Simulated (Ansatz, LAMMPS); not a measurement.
# Localised basis functions on aqueous H3O+ and Cl-, 0.8 mol of acid per kg of water at 280 K (206 atoms), part 2 of 2

Aim: test how closely localised support functions follow the reference on aqueous H3O+ and Cl-, 0.8 mol of acid per kg of water at 280 K (206 atoms), and at what cost. A setting counts as converged where the r.m.s. difference of forces stays under 1 % of the r.m.s. force.

Ansatz 0.2.0; Kohn-Sham DFT, PBEsol, PAW (set soft_2), plane waves.

The cell: 68 O, 137 H and 1 Cl. The network of contacts between molecules at the start is that of the classical potential that made the cell. The functional has no dispersion term. The density was typed from a rule of thumb and may lie off the real one at this temperature. Sampling is at Γ alone, for a cell whose shortest periodic width is 13 Å.

So far. Step 3 (Plane-wave single point): Mean Löwdin charges: Cl -0.54, H +0.39, O -0.69 e (they miss 1.1 % of the electrons, so they add up to more than the cell's charge). The largest share in the top eV of filled states is O p (99 % of the projected weight), and in the lowest eV of empty states H s (70 % of the projected weight).

## 4. Distances and neighbours

Bonds and neighbours are counted at the geometry of the runs.

Density 1.01 g/cm³, 10.04 Å³ an atom.

g(r), total and by pair (bins of 0.2 Å):

```csv
r (Å),total,H-H,H-O,H-Cl,O-O,O-Cl,Cl-Cl
0.90,3.06,0.00,6.95,0.00,0.00,0.00,0.00
1.10,2.29,0.00,5.20,0.00,0.00,0.00,0.00
1.30,0.00,0.00,0.00,0.00,0.00,0.00,0.00
1.50,0.08,0.15,0.04,0.00,0.00,0.00,0.00
1.70,1.45,2.23,1.07,0.00,0.00,0.00,0.00
1.90,0.75,0.37,1.34,0.00,0.00,0.00,0.00
2.10,0.50,0.73,0.37,2.73,0.00,0.00,0.00
2.30,0.65,1.23,0.19,3.44,0.00,0.00,0.00
2.50,0.73,1.39,0.25,0.00,0.06,0.00,0.00
2.70,0.76,0.72,0.34,0.84,2.68,0.00,0.00
2.90,0.94,0.78,0.83,0.00,2.11,0.00,0.00
3.10,1.20,0.91,1.49,1.23,1.03,3.76,0.00
3.30,1.09,0.90,1.38,1.16,0.69,2.19,0.00
3.50,1.24,1.04,1.54,1.50,0.81,0.97,0.00
3.70,1.13,1.16,1.03,1.32,1.35,3.44,0.00
3.90,1.10,1.21,1.06,1.60,0.87,0.00,0.00
4.10,1.00,1.00,1.06,0.34,0.85,0.00,0.00
4.30,0.94,0.98,0.88,0.34,1.06,0.65,0.00
4.50,0.96,0.94,0.91,1.19,1.16,1.80,0.00
4.70,1.01,1.03,0.95,1.91,1.07,0.56,0.00
4.90,1.01,1.03,0.98,0.99,1.06,0.00,0.00
5.10,0.93,0.96,0.90,0.91,0.95,0.00,0.00
5.30,0.95,0.97,0.94,0.86,0.93,2.12,0.00
5.50,0.97,1.00,0.99,0.60,0.82,1.58,0.00
5.70,1.00,0.97,1.04,0.92,0.99,0.75,0.00
5.90,0.96,0.92,1.04,0.34,0.85,0.35,0.00
6.10,0.99,0.94,1.08,0.79,0.88,1.29,0.00
6.30,0.98,1.01,0.92,1.67,1.08,0.91,0.00
```

Bonds by pair of elements; cutoffs follow the first minimum of g(r), held within bounds set by covalent radii, and pairs that aren't listed don't count as bonded:

```csv
pair A-B,cutoff (Å),bonds,mean length (Å),spread (Å),shortest (Å),B about A,A about B
H-O,1.21,137,1,0.002,0.985,1,2.02
```

How many atoms have how many bonded neighbours:

```csv
element,mean,0,1,2,3
Cl,0,1,0,0,0
H,1,0,137,0,0
O,2.02,0,0,67,1
```

Bond angles (no mean is given where the spread exceeds 20°):

```csv
angle,count,mean (°),spread (°)
H-O-H,70,109,2.1
```

Hydrogen bonds between water molecules (O–O under 3.5 Å, H–O···O angle under 30°):

```csv
hydrogen bonds to other water,molecules
0,0
1,2
2,12
3,21
4,29
5,3
```

First shells of the ions:

```csv
ion,count,shell,mean number
Cl,1,H within 2.9 A,6
```

Counting bonds as in the table, all H atoms have 1 and 99 % of O atoms have 2 bonded neighbours. The H-O-H angle averages 109° with a spread of 2°. The 67 water molecules hold 3.28 hydrogen bonds each to other water on average, with a mean O–O distance of 2.83 Å. Ion shells in this frame: Cl 6.0 (H within 2.9 Å).

A closer look about H3, which bears the longest force: 12 atoms, nearest first, numbered in the order of the input, with positions taken from that point.

```csv
atom,x,y,z,distance (Å),bonds,Löwdin charge (e),Fx,Fy,Fz (eV/Å)
H3,0.00,0.00,0.00,0.00,1,0.42,-1.07,-0.63,-1.90
O1,0.58,-0.13,0.78,0.99,3,-0.48,0.17,0.15,0.50
H4,0.14,0.61,1.31,1.45,1,0.41,-0.30,0.92,0.95
H2,1.45,0.25,0.51,1.56,1,0.43,0.44,-0.07,0.00
O119,-1.32,-0.25,-1.18,1.79,2,-0.68,0.17,-0.88,0.94
H120,-2.00,-0.81,-0.70,2.27,1,0.39,0.56,0.92,-0.81
H121,-1.76,0.59,-1.51,2.39,1,0.39,-0.49,0.13,0.17
O53,1.11,1.85,-1.39,2.57,2,-0.74,-0.39,0.17,0.11
O56,-0.89,1.93,1.62,2.68,2,-0.69,0.54,-0.15,-0.09
H57,-0.44,2.76,1.28,3.08,1,0.40,-0.24,-0.46,0.68
O74,2.98,-0.55,-0.64,3.10,2,-0.67,0.06,-0.43,0.17
H54,0.45,2.50,-1.77,3.10,1,0.39,1.05,-0.48,0.31
```

The column of bonds counts only the pairs H-O within 1.21 Å; other neighbours, such as metal atoms beside each other in a compound, aren't counted, and periodic images can show an atom twice.

## 5. Support functions medium

With localised support functions most steps grow linearly with size, though the diagonalisation grows faster unless the density matrix is cut; this run measures error and cost at this size. Besides, the program derives a nominal cutoff of 464 eV for this run, against the reference's 420.

This step: Kohn-Sham DFT, PBEsol, PAW (set soft_2), localised support functions (medium) (Ansatz 0.2.0).

The input, input.yaml:

```yaml
crystal:
  lattice:
    - [12.74011, 0.0, 0.0]
    - [0.0, 12.74011, 0.0]
    - [0.0, 0.0, 12.74011]
  atoms:
    [... the 206 atom lines of step 3 ...]
kpoints:
  mp_grid: { grid: [1, 1, 1] }
hamiltonian:
  xc: pbesol
scf:
  occupations: { method: fixed }
  eigensolver: { kind: { support_functions: { accuracy: medium } } }
  max_iter: 150
output:
  forces: true
  eigenvalues: true
```

Command:

```bash
$ ansatz run input.yaml --threads 8 --pin off --max-ram 15872MiB --backend cpu --events-out ev --progress --plain --runs-dir out
```

Numbers of over 12 decimals in the logs are rounded to 6 here.

What it wrote:

```text
Warning: scf.eigensolver.kind.support_functions: disabling space-group detection — the functions' gradient is summed over unrotated k-points, so no spatial operation reduces the k-mesh or symmetrises the density; time reversal is kept, so that k and −k are solved as one point where they differ and the mesh holds both, and exact exchange and, on two spinor components, a DFT+U term hold to it where the run has them: [...]
Warning: basis.ecutwfc = 464 eV, auto-derived: no grid that the accuracy of the support functions lays serves the files at the lower one that their records recommend; a deck with other species or settings can derive another value
settings of this run that can trade accuracy for cost: scf.eigensolver.kind.support_functions [...]
[...]
Crystal: 206 atoms, lattice volume = 2067.852 Å³
Basis set: ecut = 464 eV, 46897 PW (Γ), exchange–correlation on 180×180×180 points (8 copies of the dense FFT grid, shifted against one another)
Bands: 332, of which v1, the nominal top of the filled ones, is band 276 counted from 1 (275 counted from 0)
Symmetry: 1 space group operations
k-points: 1
[...]
SCF iter   1: F=—  HF=-41368.833184 eV  |F-HF|=—  |Δ(HF+E_count)|=         —  Δρ=9.45e-2  dr2=1.53e2  ethr=1.00e-1
[...]
SCF iter  11: F=—  HF=-41374.660277 eV  |F-HF|=—  |Δ(HF+E_count)|=   2.21e-3  Δρ=1.48e-5  dr2=8.36e-6  ethr=7.52e-9  κ⁻¹=5.1e-6(r=7)
SCF iter  12: F=-41374.661923 eV  HF=-41374.661922 eV  |F-HF|=4.22e-7  |Δ(HF+E_count)|=   1.64e-3  Δρ=8.76e-6  dr2=1.96e-6  ethr=1.51e-9
SCF 1 converged in 12 iterations: F = -41374.677579 eV  dr2 = 1.96e-6
[...]
SCF converged after 12 iterations
Stability not checked: this state was not tested for a lower state beside it, because the mixer in use, unlike msr1, does not test its closes by its own steps (another_mixer; see scf.mixing.algorithm and scf.lower_state_search)
Free energy (F): -41374.677579 eV
[...]
Internal energy: -41374.677579 eV  (E = F + TS)
E sigma→0 (E₀):  -41374.677579 eV
Fermi energy:    -2.221254 eV
[...]
Σ components = -41374.677579   (vs F -41374.677579, Δ=0.00e0)
--- Forces (eV/Å), atoms counted from 1 ---
  atom   1  O      0.16819826     0.18154754     0.48686797
  atom   2  H      0.41823331    -0.07724492     0.00212918
  atom   3  H     -1.06004490    -0.62996060    -1.88533303
  atom   4  H     -0.29366792     0.91141895     0.93869850
[...]
atom 206  Cl    -0.29715926     0.19312290     0.06016696
  max |Σ_I F_I| component: 3.74e-3 eV/Å
--- Band table (eV) ---
[...]
```

It took 1.8 min on 8 threads of Arm Neoverse N1, shared host; peak memory 4.7 GiB; 14 min of CPU time.

The program notes that the band table was not solved further than the SCF left it and it switched symmetry off.

Keys that differ from the reference: support_functions.accuracy = "medium" and scf.max_iter = 150.

Forces differ from the reference by 13 meV/Å r.m.s., 2.6 % of their size, over a tolerance of 1 %; the energy by -5.8 meV/atom. It took 1.8 min and 12 cycles; the reference's time can't be set against it, since the two runs asked for unlike analyses.

## 6. Cost against change

Differences are against the plane-wave reference (Kohn-Sham DFT, PBEsol, PAW (set soft_2), plane waves), whose r.m.s. force component is 0.480 eV/Å. Energies are set beside the reference only for runs with its functional, potentials and electron count. Times are for 8 threads of Arm Neoverse N1, shared host. The reference's time includes the DOS, the stress and grids, which some other runs skip.

```csv
run,"Δ force, r.m.s. (meV/Å)",share of r.m.s. force (%),Δ energy (meV/atom),Δ gap (eV),cycles,time,host memory (GiB)
reference,-,-,-,-,9,38 s,2.9
support functions medium,12.6,2.62,-5.82,7.0e-4,12,1.8 min,4.7
```

## 7. Outcome

```
free energy per atom                             : -200.8421 eV/atom
pressure                                         : -2.677 GPa
r.m.s. force component                           : 0.4797 eV/Å
gap (highest filled to lowest empty level) : 4.029 eV
wall time of the 2 DFT runs                      : 2.5 min
```

What this shows: Against plane waves at 420 eV, the forces differ by 13 meV/Å (2.6 %) with support functions medium. At 206 atoms the run with support functions medium takes roughly 2.9 times the time of plane waves (whose run also made extra analyses, so the like-for-like ratio is larger), in 12 SCF cycles against 9. In energy the support functions at preset levels lie below plane waves at 420 eV. Their grid holds more waves than that cutoff, so part of the difference is likely the reference's own basis error.

Between filled and empty levels lie 4.03 eV (at Γ alone); a semilocal functional tends to put such gaps too low. In a disordered cell it changes from sample to sample and from frame to frame. Counting bonds as in the table, all H atoms have 1 and 99 % of O atoms have 2 bonded neighbours. The 67 water molecules hold 3.28 hydrogen bonds each to other water on average, with a mean O–O distance of 2.83 Å.

Caveats: The force components of 0.48 eV/Å r.m.s. hold both thermal displacement and the mismatch between the potential that made the cell and DFT, above all in bond lengths inside molecules. The pressure of -2.7 GPa is that of one thermal frame, in which the classical model's bond lengths enter as well as the volume, without the kinetic term and with the strain of bonds inside molecules.

[Logs are printed without paths, hosts, clocks, repeated set-up lines and the standing remarks that a program may print on its own settings, such as how far it seeks lower states.]

[Hosts, paths, dates, database ids (printed as entryN), source tags and the programs' standing remarks are cut or masked in the printed files.]
